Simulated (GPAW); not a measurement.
# Mo2NCl2 MXene monolayer: simulated STM images

What would a tunnelling microscope show on Mo2NCl2 MXene monolayer?

Main program and level: GPAW 26.7.0; GPAW, PAW setups; layer in a repeated cell with vacuum, relaxation of atoms and in-plane cell, in the first sound run; inputs show where later runs differ.

## Step 1: The starting structure

The cell holds 5 atoms: 2 Cl, 2 Mo and 1 N. Cell: a = 2.953 Å, b = 2.953 Å, c = 21.726 Å, α = 90.0°, β = 90.0°, γ = 120.0°. Vacuum lies along c.

## Step 2: Relaxing the atoms

Forces are removed first; all later runs use this geometry.

File run.py:

```python
import json
import numpy as np
from ase import Atoms
from ase.filters import FrechetCellFilter
from ase.optimize import BFGS
from gpaw import GPAW, PW

slab = Atoms(
    ['Cl', 'Mo', 'N', 'Mo', 'Cl'],
    positions=[
        [-0.00000, 1.70505, 8.00000],
        [1.47662, 0.85253, 9.69754],
        [0.00000, 0.00000, 10.86281],
        [-0.00000, 1.70505, 12.02807],
        [1.47662, 0.85253, 13.72561]],
    cell=[[2.95324, 0.0, 0.0], [-1.47662, 2.55758, 0.0], [0.0, 0.0, 21.7256]],
    pbc=[True, True, True])

slab.calc = GPAW(mode=PW(600), xc='PBE', kpts={'size': (12, 12, 1), 'gamma': True},
                 occupations={'name': 'fermi-dirac', 'width': 0.05}, nbands='160%',
                 convergence={'density': 1e-05}, maxiter=200,
                 symmetry={'tolerance': 1e-3}, txt='slab.txt')
result = {}
# The in-plane cell is free; stress needs a cell that repeats along all three vectors
path = []
opt = BFGS(FrechetCellFilter(slab, mask=[1, 1, 0, 0, 0, 1]), maxstep=0.2)
opt.attach(lambda: path.append((slab.get_potential_energy(), slab.positions.tolist(), slab.get_forces().tolist())))
result['relaxed'] = bool(opt.run(fmax=0.02, steps=45))
result['path'] = path
result['cell'] = slab.cell.tolist()
print('in-plane lattice', slab.cell.cellpar().round(4)[[0, 1, 5]])
energy = slab.get_potential_energy()
fermi = slab.calc.get_fermi_level()
v = slab.calc.get_electrostatic_potential().mean((0, 1)) - fermi
n = slab.calc.get_pseudo_density().mean((0, 1))
L = slab.cell[2, 2]
z = np.arange(len(v)) * L / len(v)
low, high = slab.positions[:, 2].min(), slab.positions[:, 2].max()
below, above = np.interp([low - 5.8, high + 5.8], z, v)
slopes = [np.interp(x, z, np.gradient(v, z)) for x in (low - 5.8, high + 5.8)]
eps = np.array([[slab.calc.get_eigenvalues(k, s) for k in range(len(slab.calc.get_ibz_k_points()))]
                for s in range(slab.calc.get_number_of_spins())]) - fermi
top, bottom = eps[eps < 0].max(), eps[eps > 0].min()
dipole = slab.get_dipole_moment()[2]
print(f'energy {energy:.4f} eV, Fermi level {fermi:.4f} eV, dipole {dipole:.5f} e A')
print(f'potential 5.8 A off the faces, from the Fermi level: lower {below:.4f} eV, upper {above:.4f} eV')
print(f'slope of the potential there: lower {slopes[0]:.5f}, upper {slopes[1]:.5f} eV/A')
print(f'nearest levels on the mesh: {top:.4f} and {bottom:.4f} eV')
print('magnetic moment', round(slab.get_magnetic_moment(), 3))
result.update(energy=energy, fermi=fermi, dipole=dipole, below=below, above=above, slopes=slopes, edges=[top, bottom],
              z=z.tolist(), v=v.tolist(), n=n.tolist(), positions=slab.positions.tolist(),
              forces=slab.get_forces(apply_constraint=False).tolist(), moments=slab.get_magnetic_moments().tolist())
json.dump(result, open('result.json', 'w'))
```

On the command line:

```bash
OMP_NUM_THREADS=1 OPENBLAS_NUM_THREADS=1 python run.py
```

The program printed:

```text
Step          Energy          fmax
BFGS:    0      -34.619409        2.255366
BFGS:    1      -34.953677        1.864599
BFGS:    2      -35.615076        0.708763
BFGS:    3      -35.655614        0.433687
BFGS:    4      -35.669460        0.419680
BFGS:    5      -35.684787        0.461288
BFGS:    6      -35.694762        0.387714
BFGS:    7      -35.697803        0.402207
BFGS:    8      -35.698805        0.437837
BFGS:    9      -35.699988        0.340066
BFGS:   10      -35.699170        0.116028
BFGS:   11      -35.703742        0.048776
BFGS:   12      -35.706316        0.003350
in-plane lattice [  2.9714   2.9714 120.    ]
energy -35.6907 eV, Fermi level 2.1638 eV, dipole 0.00024 e A
potential 5.8 A off the faces, from the Fermi level: lower 4.3056 eV, upper 4.3048 eV
slope of the potential there: lower 0.00006, upper 0.00037 eV/A
nearest levels on the mesh: -0.0649 and 0.0089 eV
magnetic moment 0.0
```

The job ended after 23 min (1 thread of Arm Neoverse V1, shared host; peak memory 0.43 GiB).

This run has no spin polarisation, although Mo can carry a moment.

This step gave:

```
dipole along the normal                    : 2.38e-4 e·Å
levels nearest the Fermi level on the mesh : -0.06491, 0.008947 eV from the Fermi level
```

The electrostatic potential energy of an electron (without an applied field's), less the Fermi level, planar mean oscillates, so the rows of the table below give means over windows of 2 Å about each position, cut where the curve ends. Its maxima inside the range that stand out by 2 % of the span (Å: eV): 8.4: -4.21, 10.4: -6.59, 11.3: -6.59, 13.3: -4.22. Its minima: 7.6: -22.9, 9.5: -26.7, 10.9: -13.8, 12.3: -26.7, 14.1: -22.9.

Table of electrostatic potential energy of an electron (without an applied field's), less the Fermi level, planar mean by z; means over each step:

z (Å), electrostatic potential energy of an electron (without an applied field's), less the Fermi level, planar mean (eV) and a bar from the least value:
```
     1.00        4.3 ##############################
     3.00        4.3 ##############################
     5.00        4.3 ##############################
     7.00       -6.1 #############
     9.00      -14.5 
    11.00      -10.6 ######
    13.00      -14.5 
    15.00       -3.1 ##################
    17.00        4.3 ##############################
    19.00        4.3 ##############################
    21.00        4.3 ##############################
```

The pseudo valence density, planar mean oscillates, so the rows of the table below give means over windows of 1.48 Å about each position, cut where the curve ends. Its maxima inside the range that stand out by 2 % of the span (Å: e/Å³): 8.0: 0.643, 9.6: 1.81, 10.9: 0.744, 12.2: 1.81, 13.7: 0.643. Its minima: 8.5: 0.391, 10.3: 0.548, 11.5: 0.548, 13.2: 0.391.

Table of pseudo valence density, planar mean by z; means over each step:

```
z (Å)  pseudo valence density, planar mean (e/Å³)
 3.70                                      2.1e-5
 5.18                                     0.00203
 6.66                                       0.209
 8.14                                       0.531
 9.62                                        1.10
11.10                                       0.678
12.58                                        1.03
14.06                                       0.541
15.54                                      0.0612
17.02                                      4.5e-4
18.50                                      5.3e-6
```

The relaxation lowered the energy of the cell by 1.09 eV (energies extrapolated to zero smearing; the optimiser's log prints free energies). The largest force left on a free atom is 0.0033 eV/Å.

## Step 3: The slab's potential

With the geometry fixed, the planar mean of the potential gives the vacuum level on each side.

This step: GPAW, PAW setups; slab in vacuum (GPAW 26.7.0).

The cell differs from the one that the last finished run ended in (c 21.726 → 22.405 Å).

File run.py:

```python
import json
import numpy as np
from ase import Atoms
from ase.dft.stm import STM
from gpaw import GPAW, PW

slab = Atoms(
    ['Cl', 'Mo', 'N', 'Mo', 'Cl'],
    positions=[
        [0.00000, 1.71554, 8.00000],
        [1.48571, 0.85778, 9.82797],
        [0.00000, 0.00000, 11.20270],
        [-0.00000, 1.71554, 12.57741],
        [1.48571, 0.85778, 14.40538]],
    cell=[[2.97142, 0.0, 0.0], [-1.48571, 2.57332, 0.0], [0.0, 0.0, 22.4054]],
    pbc=[True, True, False])

slab.calc = GPAW(mode=PW(500), xc='PBE', kpts={'size': (12, 12, 1), 'gamma': True},
                 occupations={'name': 'fermi-dirac', 'width': 0.05}, nbands='160%',
                 convergence={'density': 1e-05}, maxiter=200,
                 poissonsolver={'dipolelayer': 'xy'},
                 symmetry={'tolerance': 1e-3}, txt='slab.txt')
result = {}
energy = slab.get_potential_energy()
fermi = slab.calc.get_fermi_level()
v = slab.calc.get_electrostatic_potential().mean((0, 1)) - fermi
n = slab.calc.get_pseudo_density().mean((0, 1))
L = slab.cell[2, 2]
z = np.arange(len(v)) * L / len(v)
low, high = slab.positions[:, 2].min(), slab.positions[:, 2].max()
below, above = np.interp([low - 5.8, high + 5.8], z, v)
slopes = [np.interp(x, z, np.gradient(v, z)) for x in (low - 5.8, high + 5.8)]
eps = np.array([[slab.calc.get_eigenvalues(k, s) for k in range(len(slab.calc.get_ibz_k_points()))]
                for s in range(slab.calc.get_number_of_spins())]) - fermi
top, bottom = eps[eps < 0].max(), eps[eps > 0].min()
dipole = slab.get_dipole_moment()[2]
print(f'energy {energy:.4f} eV, Fermi level {fermi:.4f} eV, dipole {dipole:.5f} e A')
print(f'potential 5.8 A off the faces, from the Fermi level: lower {below:.4f} eV, upper {above:.4f} eV')
print(f'slope of the potential there: lower {slopes[0]:.5f}, upper {slopes[1]:.5f} eV/A')
print(f'nearest levels on the mesh: {top:.4f} and {bottom:.4f} eV')
print('magnetic moment', round(slab.get_magnetic_moment(), 3))
result.update(energy=energy, fermi=fermi, dipole=dipole, below=below, above=above, slopes=slopes, edges=[top, bottom],
              z=z.tolist(), v=v.tolist(), n=n.tolist(), positions=slab.positions.tolist(),
              forces=slab.get_forces(apply_constraint=False).tolist(), moments=slab.get_magnetic_moments().tolist())

# Images need the states of the whole zone, up to time reversal
slab.calc = slab.calc.fixed_density(symmetry={'point_group': False}, txt='states.txt', nbands='220%',
                                    convergence={'bands': 'CBM+0.8'})
stm = STM(slab)
result['stm'] = []
for bias in [-0.5, 0.5]:
    height = high + 3.5
    current = stm.get_averaged_current(bias, height)
    x, y, h = stm.scan(bias, current)
    i, f = divmod(height / L * stm.ldos.shape[2], 1)
    I = abs((1 - f) * stm.ldos[:, :, int(i)] + f * stm.ldos[:, :, int(i) + 1])
    print(f'bias {bias} V: mean current at 3.5 A {current:.4e}, corrugation {np.ptp(h):.4f} A')
    result['stm'].append(dict(bias=bias, current=current, h=(h - high).tolist(), I=I.tolist()))
json.dump(result, open('result.json', 'w'))
```

The program printed:

```text
energy -35.2438 eV, Fermi level 1.9682 eV, dipole -0.00022 e A
potential 5.8 A off the faces, from the Fermi level: lower 4.3044 eV, upper 4.3115 eV
slope of the potential there: lower -0.00002, upper 0.00002 eV/A
nearest levels on the mesh: -0.0656 and 0.0094 eV
magnetic moment 0.0
bias -0.5 V: mean current at 3.5 A 4.8224e-06, corrugation 0.0367 A
bias 0.5 V: mean current at 3.5 A 4.1895e-06, corrugation 0.0264 A
```

Elapsed: 3.9 min, on 1 thread; peak memory 0.65 GiB.

This step gave:

```yaml
dipole_along_the_normal: -2.24e-4 e·Å
levels_nearest_the_fermi_level_on_the_mesh: -0.06557, 0.009404 eV from the Fermi level
upper_work_function: 4.311 eV
lower_work_function: 4.304 eV
corrugation_minus_0p5: 0.03669 Å
corrugation_0p5: 0.02641 Å
```

Electrostatic potential energy of an electron (without an applied field's), less the Fermi level, planar mean against z:

z (Å), electrostatic potential energy of an electron (without an applied field's), less the Fermi level, planar mean (eV) and a bar from the least value:
```
      0.0        4.3 ##############################
      0.5        4.3 ##############################
      1.0        4.3 ##############################
      1.5        4.3 ##############################
      2.0        4.3 ##############################
      2.5        4.3 ##############################
      3.0        4.3 ##############################
      3.5        4.3 ##############################
      4.0        4.3 ##############################
      4.5        4.3 ##############################
      5.0        4.3 ##############################
      5.5        4.3 ##############################
      6.0        4.2 ##############################
      6.5        3.9 ##############################
      7.0        2.4 ############################
      7.5       -5.9 ####################
      8.0      -22.7 ###
      8.5       -7.8 ##################
      9.0       -5.7 ####################
      9.5      -19.7 ######
     10.0      -24.4 ##
     10.5       -9.1 #################
     11.0      -10.4 ################
     11.5       -8.3 ##################
     12.0      -11.4 ###############
     12.5      -26.1 
     13.0      -16.4 ##########
     13.5       -4.7 #####################
     14.0      -10.6 ###############
     14.5      -21.5 #####
     15.0       -3.3 #######################
     15.5        2.9 #############################
     16.0        4.0 ##############################
     16.5        4.3 ##############################
     17.0        4.3 ##############################
     17.5        4.3 ##############################
     18.0        4.3 ##############################
     18.5        4.3 ##############################
     19.0        4.3 ##############################
     19.5        4.3 ##############################
     20.0        4.3 ##############################
     20.5        4.3 ##############################
     21.0        4.3 ##############################
     21.5        4.3 ##############################
     22.0        4.3 ##############################
```

The pseudo valence density, planar mean oscillates, so the rows of the table below give means over windows of 1 Å about each position, cut where the curve ends. Its maxima inside the range that stand out by 2 % of the span (Å: e/Å³): 8.2: 0.640, 9.9: 1.81, 11.2: 0.744, 12.5: 1.81, 14.2: 0.640. Its minima: 9.0: 0.386, 10.6: 0.552, 11.8: 0.552, 13.4: 0.386.

Pseudo valence density, planar mean against z; means over each step:

```
z (Å)  pseudo valence density, planar mean (e/Å³)
    4                                      1.3e-5
    5                                      2.6e-4
    6                                     0.00666
    7                                       0.175
    8                                       0.587
    9                                       0.557
   10                                        1.29
   11                                       0.668
   12                                       0.895
   13                                        1.01
   14                                       0.549
   15                                       0.382
   16                                      0.0261
   17                                      9.4e-4
   18                                      4.3e-5
```

Tip height over the top atom over a1 and a2. Sample bias -0.5 V, constant current at the mean current 3.5 Å over the top atom.

Ten even steps from '0' (3.476 Å) to '9' (3.513 Å):
```
8543456556543458
5443455455434456
4334443344433455
4444421244444565
5554200245556776
8653101356888888
8543223458998899
7554445579998999
8654456899988999
8544458999898999
5433458998998998
4343468888888886
4444578899998875
5555678999998765
8865568999986556
9854458878854458
```
Columns: a1 from 0 to 0.938; rows upwards: a2 from 0 to 0.938.

Local density of states summed over the bias window over a1 and a2. Sample bias -0.5 V, constant height 3.5 Å over the top atom.

Ten even steps from '_' (4.45 × 1e-6 arbitrary) to '@' (5.02 × 1e-6 arbitrary):
```
##**======****++++****======**##
++========**++==++**========++**
++======++++----++++======++****
======++==::..::==++======++**++
++****++::____::++****++********
##**++--..__..--++**##%%%%%%%%%%
%%++==--::::--==++%%@@@@%%%%@@@@
##++++++==++++++##@@@@@@%%@@@@@@
%%****++++****%%@@@@@@@@@@@@@@@@
##**======**##@@@@@@@@@@@@@@@@@@
++========++%%@@@@@@@@@@@@@@@@%%
==========**%%%%%%@@@@@@%%%%%%**
++====++++**%%%%@@@@@@@@%%%%**++
++**++******%%@@@@@@@@@@%%******
####****++**%%@@@@@@@@%%**++****
%%##++++==++##%%##%%##++==++++##
```
Columns: a1 from 0 to 0.938; rows upwards: a2 from 0 to 0.938.

Tip height over the top atom over a1 and a2. Sample bias 0.5 V, constant current at the mean current 3.5 Å over the top atom.

Values in Å, 16 rows by 16 columns:
```
3.489 3.490 3.491 3.493 3.499 3.502 3.503 3.505 3.505 3.503 3.502 3.499 3.493 3.491 3.490 3.489
3.489 3.491 3.493 3.498 3.503 3.505 3.507 3.508 3.507 3.505 3.503 3.498 3.493 3.491 3.489 3.488
3.491 3.493 3.498 3.505 3.508 3.510 3.511 3.511 3.510 3.508 3.505 3.498 3.493 3.491 3.490 3.490
3.495 3.499 3.503 3.508 3.512 3.513 3.514 3.513 3.512 3.508 3.503 3.499 3.495 3.493 3.493 3.493
3.501 3.502 3.505 3.510 3.513 3.515 3.515 3.513 3.510 3.505 3.502 3.501 3.498 3.495 3.495 3.498
3.502 3.503 3.507 3.511 3.514 3.515 3.514 3.511 3.507 3.503 3.502 3.501 3.497 3.494 3.497 3.501
3.502 3.505 3.508 3.511 3.513 3.513 3.511 3.508 3.505 3.502 3.501 3.498 3.496 3.496 3.498 3.501
3.502 3.505 3.507 3.510 3.512 3.510 3.507 3.505 3.502 3.501 3.500 3.499 3.498 3.499 3.500 3.501
3.502 3.503 3.505 3.508 3.508 3.505 3.503 3.502 3.501 3.501 3.501 3.501 3.501 3.501 3.501 3.501
3.502 3.502 3.503 3.505 3.503 3.502 3.502 3.501 3.500 3.501 3.501 3.500 3.501 3.501 3.500 3.501
3.501 3.499 3.498 3.498 3.499 3.501 3.501 3.498 3.499 3.501 3.500 3.500 3.501 3.499 3.498 3.501
3.495 3.493 3.493 3.493 3.495 3.498 3.497 3.496 3.498 3.501 3.501 3.501 3.498 3.496 3.497 3.498
3.491 3.491 3.491 3.491 3.493 3.495 3.494 3.496 3.499 3.501 3.501 3.499 3.496 3.494 3.495 3.493
3.489 3.490 3.489 3.490 3.493 3.495 3.497 3.498 3.500 3.501 3.500 3.498 3.497 3.495 3.493 3.490
3.489 3.489 3.488 3.490 3.493 3.498 3.501 3.501 3.501 3.501 3.501 3.501 3.498 3.493 3.490 3.488
3.489 3.489 3.489 3.491 3.495 3.501 3.502 3.502 3.502 3.502 3.502 3.501 3.495 3.491 3.489 3.489
```
Columns: a1 from 0 to 0.938; rows upwards: a2 from 0 to 0.938.

Local density of states summed over the bias window over a1 and a2. Sample bias 0.5 V, constant height 3.5 Å over the top atom.

Values in units of 1e-6 arbitrary, 16 rows by 16 columns:
```
4.1 4.1 4.1 4.1 4.2 4.2 4.2 4.3 4.3 4.2 4.2 4.2 4.1 4.1 4.1 4.1
4.1 4.1 4.1 4.2 4.2 4.3 4.3 4.3 4.3 4.3 4.2 4.2 4.1 4.1 4.1 4.1
4.1 4.1 4.2 4.2 4.3 4.3 4.3 4.3 4.3 4.3 4.2 4.2 4.1 4.1 4.1 4.1
4.1 4.2 4.2 4.3 4.3 4.4 4.4 4.4 4.3 4.3 4.2 4.2 4.1 4.1 4.1 4.1
4.2 4.2 4.3 4.3 4.4 4.4 4.4 4.4 4.3 4.3 4.2 4.2 4.2 4.1 4.1 4.2
4.2 4.2 4.3 4.3 4.4 4.4 4.4 4.3 4.3 4.2 4.2 4.2 4.1 4.1 4.1 4.2
4.2 4.3 4.3 4.3 4.4 4.4 4.3 4.3 4.3 4.2 4.2 4.2 4.1 4.1 4.2 4.2
4.2 4.3 4.3 4.3 4.3 4.3 4.3 4.3 4.2 4.2 4.2 4.2 4.2 4.2 4.2 4.2
4.2 4.2 4.3 4.3 4.3 4.3 4.2 4.2 4.2 4.2 4.2 4.2 4.2 4.2 4.2 4.2
4.2 4.2 4.2 4.2 4.2 4.2 4.2 4.2 4.2 4.2 4.2 4.2 4.2 4.2 4.2 4.2
4.2 4.2 4.2 4.2 4.2 4.2 4.2 4.2 4.2 4.2 4.2 4.2 4.2 4.2 4.2 4.2
4.1 4.1 4.1 4.1 4.1 4.2 4.1 4.1 4.2 4.2 4.2 4.2 4.2 4.1 4.1 4.2
4.1 4.1 4.1 4.1 4.1 4.1 4.1 4.1 4.2 4.2 4.2 4.2 4.1 4.1 4.1 4.1
4.1 4.1 4.1 4.1 4.1 4.1 4.1 4.2 4.2 4.2 4.2 4.2 4.1 4.1 4.1 4.1
4.1 4.1 4.1 4.1 4.1 4.2 4.2 4.2 4.2 4.2 4.2 4.2 4.2 4.1 4.1 4.1
4.1 4.1 4.1 4.1 4.1 4.2 4.2 4.2 4.2 4.2 4.2 4.2 4.1 4.1 4.1 4.1
```
Columns: a1 from 0 to 0.938; rows upwards: a2 from 0 to 0.938.

The potential is flat to 2.2e-5 eV/Å where it is read, so the vacuum is wide enough.

## Step 4: Results

* work function, upper and lower face: 4.311 and 4.304 eV
* dipole along the normal: -2.2e-4 e Å, near the numerical noise
* corrugation at -0.5 V: 0.0367 Å
* corrugation at 0.5 V: 0.0264 Å

**Reading.** In GPAW's constant-current maps the tip height varies by under 0.05 Å at every bias shown (0.037 Å at most), which is near the numerical ripple of the maps: an s-wave tip would see an almost flat surface. Negative sample bias images filled states, positive bias empty ones. The images are of Tersoff-Hamann type: an s-wave tip, no tip-sample forces, heights closer than in a microscope. The small printed dipole stands for a step of 5.3 meV from the lower to the upper face, and the probes find 7.1 meV; values this small are near the numerical noise of both. The cell holds an odd number of electrons, so without spin polarisation it must come out metallic and without a moment, whatever its true state. The layer's cell and atoms come from the relaxation; spin-orbit coupling and temperature are left out.

[Logs are printed without paths, hosts, clocks, repeated set-up lines and the standing remarks that a program may print on its own settings, such as how far it seeks lower states.]

[Hosts, paths, dates, database ids (printed as entryN), source tags and the programs' standing remarks are cut or masked in the printed files.]
